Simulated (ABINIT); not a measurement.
# Quasiparticle gap of TlAsF6 (R-3) in ABINIT, part 3 of 3

Wanted: ground state, empty states, screening and self-energy for TlAsF6 (R-3).

ABINIT 10.8.3; PBEsol and many-body steps on it, plane waves. Known limits of the many-body steps: not at the basis limit; no spin-orbit coupling; coarse k mesh.

So far. Step 4 (Empty states on the mesh, 2×2×2 mesh, 167 bands): On this mesh the gap is 4.749 eV. The earlier step found 4.665 eV, so this mesh misses an edge. Step 5 (Screening, 2×2×2 mesh, 153 bands, screening to 130.6 eV): Local fields lower ε∞ by 14 %. On a Γ-centred mesh this coarse the value itself is usually too large, while a short band sum pulls it down.

**6. Self-energy, 2×2×2 mesh, 153 bands, screening to 130.6 eV**

The self-energy is evaluated for the states that the input lists, and the levels follow from it, in one-shot runs by the linearised quasiparticle equation.

This step: G0W0 on PBEsol, plane waves, norm-conserving pseudopotentials.

run.abi

```
acell 3*1.0 Angstrom
rprim 
  3.720723898783 2.148160944528 2.482723275713
  -3.720723898783 2.148160944528 2.482723275713
  0.000000000000 -4.296321889101 2.482723275674
ntypat 3
znucl 81 33 9
natom 8
typat 1 2 3 3 3 3 3 3
xred 
  0.000000000000 0.000000000000 0.000000000000
  0.500000000000 0.500000000000 0.500000000000
  0.698048100000 0.789498230000 0.423038160000
  0.789498230000 0.423038160000 0.698048100000
  0.210501770000 0.576961840000 0.301951900000
  0.423038160000 0.698048100000 0.789498230000
  0.576961840000 0.301951900000 0.210501770000
  0.301951900000 0.210501770000 0.576961840000
pp_dirpath "pseudos"
pseudos "Tl.upf, As.upf, F.upf"
ecut 44
ngkpt 2 2 2
nshiftk 1
shiftk 0 0 0
kptopt 1
chksymbreak 0
istwfk *1
occopt 1
irdwfk 1
optdriver 4
nband 153
gwcalctyp 0
ecutsigx 44
symsigma 1
nkptgw 3
kptgw 
  0.5000000000 0.5000000000 0.0000000000
  0.5000000000 0.0000000000 0.0000000000
  0.0000000000 0.0000000000 0.0000000000
bdgw 
  42 45
  42 45
  41 45
ecuteps 4.8
irdscr 1
ppmodel 1
indata_prefix "in"
outdata_prefix "out"
tmpdata_prefix "tmp"
```

Run with:

```
$ OMP_NUM_THREADS=1 mpirun -n 8 abinit run.abi > log
```

Numbers of over 12 decimals in the logs are rounded to 6 here.

The program printed:

```text
.Version 10.8.3 of ABINIT. v10.8.2 released Aug 2026.

 Symmetries : space group R-3 (#148); Bravais hR (rhombohedral)
[... echo of the input left out ...]
== DATASET  1 ==================================================================
-   mpi_nproc: 8, omp_nthreads: 1 (-1 if OMP is not activated)

--- !DatasetInfo
iteration_state: {dtset: 1, }
dimensions: {natom: 8, nkpt: 4, mband: 153, nsppol: 1, nspinor: 1, nspden: 1, mpw: 11210, }
cutoff_energies: {ecut:  44.0, pawecutdg:  -1.0, }
electrons: {nelect:   8.60000000E+01, charge:   0.00000000E+00, occopt:   1.00000000E+00, tsmear:   1.00000000E-02, }

 SIGMA: Calculation of the GW corrections

 Based on a program developped by R.W. Godby, V. Olevano, G. Onida, and L. Reining.
 Incorporated in ABINIT by V. Olevano, G.-M. Rignanese, and M. Torrent.
.Using double precision arithmetic ; gwpc =  8

[... cell and pseudopotentials left out ...]
--------------------------------------------------------------------------------

 ==== K-mesh for the wavefunctions ====
 Number of points in the irreducible wedge :     4
[... list of points left out ...]
 Together with  6 symmetry operations and time-reversal symmetry
 yields     8 points in the full Brillouin Zone.

 ==== Q-mesh for screening function ====
 Number of points in the irreducible wedge :     4
[... list of points left out ...]
 Together with  6 symmetry operations and time-reversal symmetry
 yields     8 points in the full Brillouin Zone.

 vcoul_init : cutoff-mode = AUXILIARY_FUNCTION
 q-points for optical limit:   1
     1)      0.000010    0.000020    0.000030
 setmesh: FFT mesh size selected  =    60x   60x   60
          total number of points  =       216000

 Number of electrons calculated from density =   86.0000; Expected =   86.0000
 average of density, n =  0.107036
 r_s =    1.3066
 omega_plasma =   31.5587 [eV]

 === KS Band Gaps ===
  >>>> For spin  1
   Minimum direct gap =   4.7772 [eV], located at k-point      :   0.5000  0.0000  0.0000
   Fundamental gap    =   4.7493 [eV], Top of valence bands at :   0.5000  0.5000  0.0000
                                       Bottom of conduction at :   0.5000  0.0000  0.0000
 SIGMA fundamental parameters:
 PLASMON POLE MODEL  1
 number of plane-waves for SigmaX                11127
 number of plane-waves for SigmaC and W            407
 number of plane-waves for wavefunctions         11127
 number of bands                                   153
 number of independent spin polarizations            1
 number of spinorial components                      1
 number of k-points in IBZ                           4
 number of q-points in IBZ                           4
 number of symmetry operations                       6
 number of k-points in BZ                            8
 number of q-points in BZ                            8
 number of frequencies for dSigma/dE                 9
 frequency step for dSigma/dE [eV]                0.25
 number of omega for Sigma on real axis              0
 max omega for Sigma on real axis  [eV]           0.00
 zcut for avoiding poles [eV]                     0.10

 EPSILON^-1 parameters (SCR file):
 dimension of the eps^-1 matrix on file            407
 dimension of the eps^-1 matrix used               407
 number of plane-waves for wavefunctions         11127
 number of bands                                   153
 number of q-points in IBZ                           4
 number of frequencies                               2
 number of real frequencies                          1
 number of imag frequencies                          1

 matrix elements of self-energy operator (all in [eV])

 Perturbative Calculation

--- !SelfEnergy_ee
iteration_state: {dtset: 1, }
kpoint     : [   0.500,    0.500,    0.000, ]
spin       : 1
KS_gap     :    5.486
QP_gap     :    9.918
Delta_QP_KS:    4.432
data: !SigmaeeData |
     Band     E0 <VxcDFT>   SigX SigC(E0)      Z dSigC/dE  Sig(E)    E-E0       E
       42  -0.556 -23.065 -30.886   5.686   0.806  -0.240 -24.786  -1.721  -2.277
       43   0.423 -16.869 -20.287   1.717   0.852  -0.173 -18.318  -1.450  -1.027
       44   5.909 -22.173 -16.652  -1.984   0.843  -0.186 -19.191   2.982   8.891
       45   7.240 -11.146  -6.798  -2.472   0.878  -0.138  -9.499   1.648   8.888

--- !SelfEnergy_ee
iteration_state: {dtset: 1, }
kpoint     : [   0.500,    0.000,    0.000, ]
spin       : 1
KS_gap     :    4.777
QP_gap     :    8.606
Delta_QP_KS:    3.829
data: !SigmaeeData |
     Band     E0 <VxcDFT>   SigX SigC(E0)      Z dSigC/dE  Sig(E)    E-E0       E
       42  -0.558 -22.941 -30.809   5.689   0.807  -0.240 -24.698  -1.757  -2.315
       43   0.395 -17.275 -20.899   1.923   0.850  -0.177 -18.721  -1.445  -1.050
       44   5.172 -18.133 -13.289  -2.064   0.857  -0.166 -15.749   2.384   7.556
       45   7.731 -13.322  -8.435  -2.462   0.871  -0.149 -11.210   2.112   9.843

--- !SelfEnergy_ee
iteration_state: {dtset: 1, }
kpoint     : [   0.000,    0.000,    0.000, ]
spin       : 1
KS_gap     :    6.156
QP_gap     :   10.656
Delta_QP_KS:    4.500
data: !SigmaeeData |
     Band     E0 <VxcDFT>   SigX SigC(E0)      Z dSigC/dE  Sig(E)    E-E0       E
       41  -0.788 -22.664 -30.490   5.638   0.807  -0.240 -24.429  -1.765  -2.553
       42  -0.788 -22.664 -30.490   5.638   0.807  -0.240 -24.429  -1.765  -2.553
       43  -0.276 -20.491 -26.715   4.208   0.824  -0.214 -22.152  -1.661  -1.937
       44   5.880 -21.636 -16.248  -2.030   0.846  -0.182 -18.796   2.840   8.719
       45   7.950 -11.050  -6.454  -2.501   0.879  -0.138  -9.208   1.842   9.792

== END DATASET(S) ==============================================================
================================================================================

 -outvars: echo values of variables after computation  --------
           etotal      0.0000000000E+00
            nband         153
             nkpt           4
          spgroup         148
 [... the other variables as echoed above ...]

 Calculation completed.
```

Wall time 41 s (8 MPI ranks of Arm Neoverse N1, shared host); peak memory 2.1 GiB.

This step gave:

```yaml
g0w0_gap_on_the_points_computed: 8.583 eV
starting_gap_on_the_mesh: 4.749 eV
k_of_the_valence_top: 0.5, 0.5, 0
k_of_the_conduction_bottom: 0.5, 0, 0
z_at_the_valence_top: 0.852
z_at_the_conduction_bottom: 0.857
least_direct_g0w0_gap_on_the_computed_points: 8.606 eV
```

The gap on the mesh goes from 4.75 eV to 8.58 eV, a correction of +3.83 eV. The start differs from the 4.67 eV found before because the two sample other k points.

Limits: finite bands, cutoff and mesh; no spin-orbit coupling; coarse k mesh. v1 is the top filled band, c1 the lowest empty one. The levels before and after the correction (eV, zero at the valence-band top of each column):

|  | conduction bottom | valence top |
| --- | --- | --- |
| Kohn-Sham | 4.75 | 0.00 |
| G0W0 | 8.58 | 0.00 |

|  | level | energy (eV) |
| --- | --- | --- |
| Kohn-Sham | (0.5 0.5 0) v2 | -0.979 |
| Kohn-Sham | (0.5 0.5 0) v1 | 0.000 |
| Kohn-Sham | (0.5 0.5 0) c1 | 5.486 |
| Kohn-Sham | (0.5 0.5 0) c2 | 6.818 |
| Kohn-Sham | (0.5 0 0) v2 | -0.981 |
| Kohn-Sham | (0.5 0 0) v1 | -0.028 |
| Kohn-Sham | (0.5 0 0) c1 | 4.749 |
| Kohn-Sham | (0.5 0 0) c2 | 7.308 |
| G0W0 | (0.5 0.5 0) v2 | -1.250 |
| G0W0 | (0.5 0.5 0) v1 | 0.000 |
| G0W0 | (0.5 0.5 0) c1 | 9.918 |
| G0W0 | (0.5 0.5 0) c2 | 9.915 |
| G0W0 | (0.5 0 0) v2 | -1.288 |
| G0W0 | (0.5 0 0) v1 | -0.023 |
| G0W0 | (0.5 0 0) c1 | 8.583 |
| G0W0 | (0.5 0 0) c2 | 10.870 |

**7. Where the time went**

Times are wall times on the hardware named with each run, good to a factor of about two.

| step | time | share | memory (GiB) |
| --- | --- | --- | --- |
| ground state | 4.1 min | 31 % | 1 |
| bands along the symmetry lines | 2.6 min | 20 % | 0.85 |
| empty states on the mesh | 2.8 min | 21 % | 0.54 |
| screening | 3 min | 23 % | 3.4 |
| self-energy | 41 s | 5 % | 2.1 |

**8. What came out**

```yaml
pbesol_gap: 4.67 eV, indirect
g0w0_gap_on_the_mesh: 8.58 eV
g0w0_gap_over_the_zone_rigid_shift: 8.50 eV
gw_settings: 2×2×2 mesh, 153 bands, screening to 130.6 eV, Godby-Needs plasmon pole
known_limits: not at the basis limit; no spin-orbit coupling; coarse k mesh
```

In words: G0W0 moves the gap on the mesh from 4.75 eV to 8.58 eV (+3.83 eV), with Z of 0.85 and 0.86 at the edges. The mesh misses the band edges by 0.08 eV in all; a rigid shift gives 8.50 eV for the zone. Local fields lower the RPA ε∞ on this mesh from 2.87 to 2.46; a Γ-centred mesh this coarse tends to raise both, most where the direct gap is narrow, while a short band sum lowers them. Only 3 of the mesh's irreducible points were corrected, so a valley elsewhere could overtake. Bands and cutoff are finite, so the gap is not at the basis limit. The miss can reach some tenths of an eV and take either sign; the mesh is an error of its own. In the G0W0 run levels were corrected at 3 k points alone, so a gap called «on the mesh» is the least over those, and an edge elsewhere would be missed. A denser mesh or path gives a starting gap of 4.67 eV: the GW mesh misses a band edge, so its gaps are not the fundamental one. The 2×2×2 mesh is coarse for this cell, which bears on the long-range parts of exchange and screening. Where an edge is built on 6p states of lead, bismuth or thallium, scalar-relativistic gaps usually stand too wide, by a few tenths to over one eV. The many-body steps are scalar-relativistic: spin-orbit coupling is not in them.

[Paths, hosts, dates, memory and timing lines, banners, echoed tables and standing remarks are left out of the program output.]

[Logs are printed without paths, hosts, clocks, repeated set-up lines and the standing remarks that a program may print on its own settings, such as how far it seeks lower states.]

[Runs of the session that timed out or met a known fault of the program may be left out.]

[Hosts, paths, dates, database ids (printed as entryN), source tags and the programs' standing remarks are cut or masked in the printed files.]

[G0W0 gaps are taken among the corrected bands and points alone; a level outside them can change the order at an edge.]

[Where Ansatz stands beside ABINIT at settings called matched, ABINIT's density can come from a denser mesh and the files from another edition; pairs whose starting gaps differed by over 0.03 eV were left out, so agreement reads better than it is.]
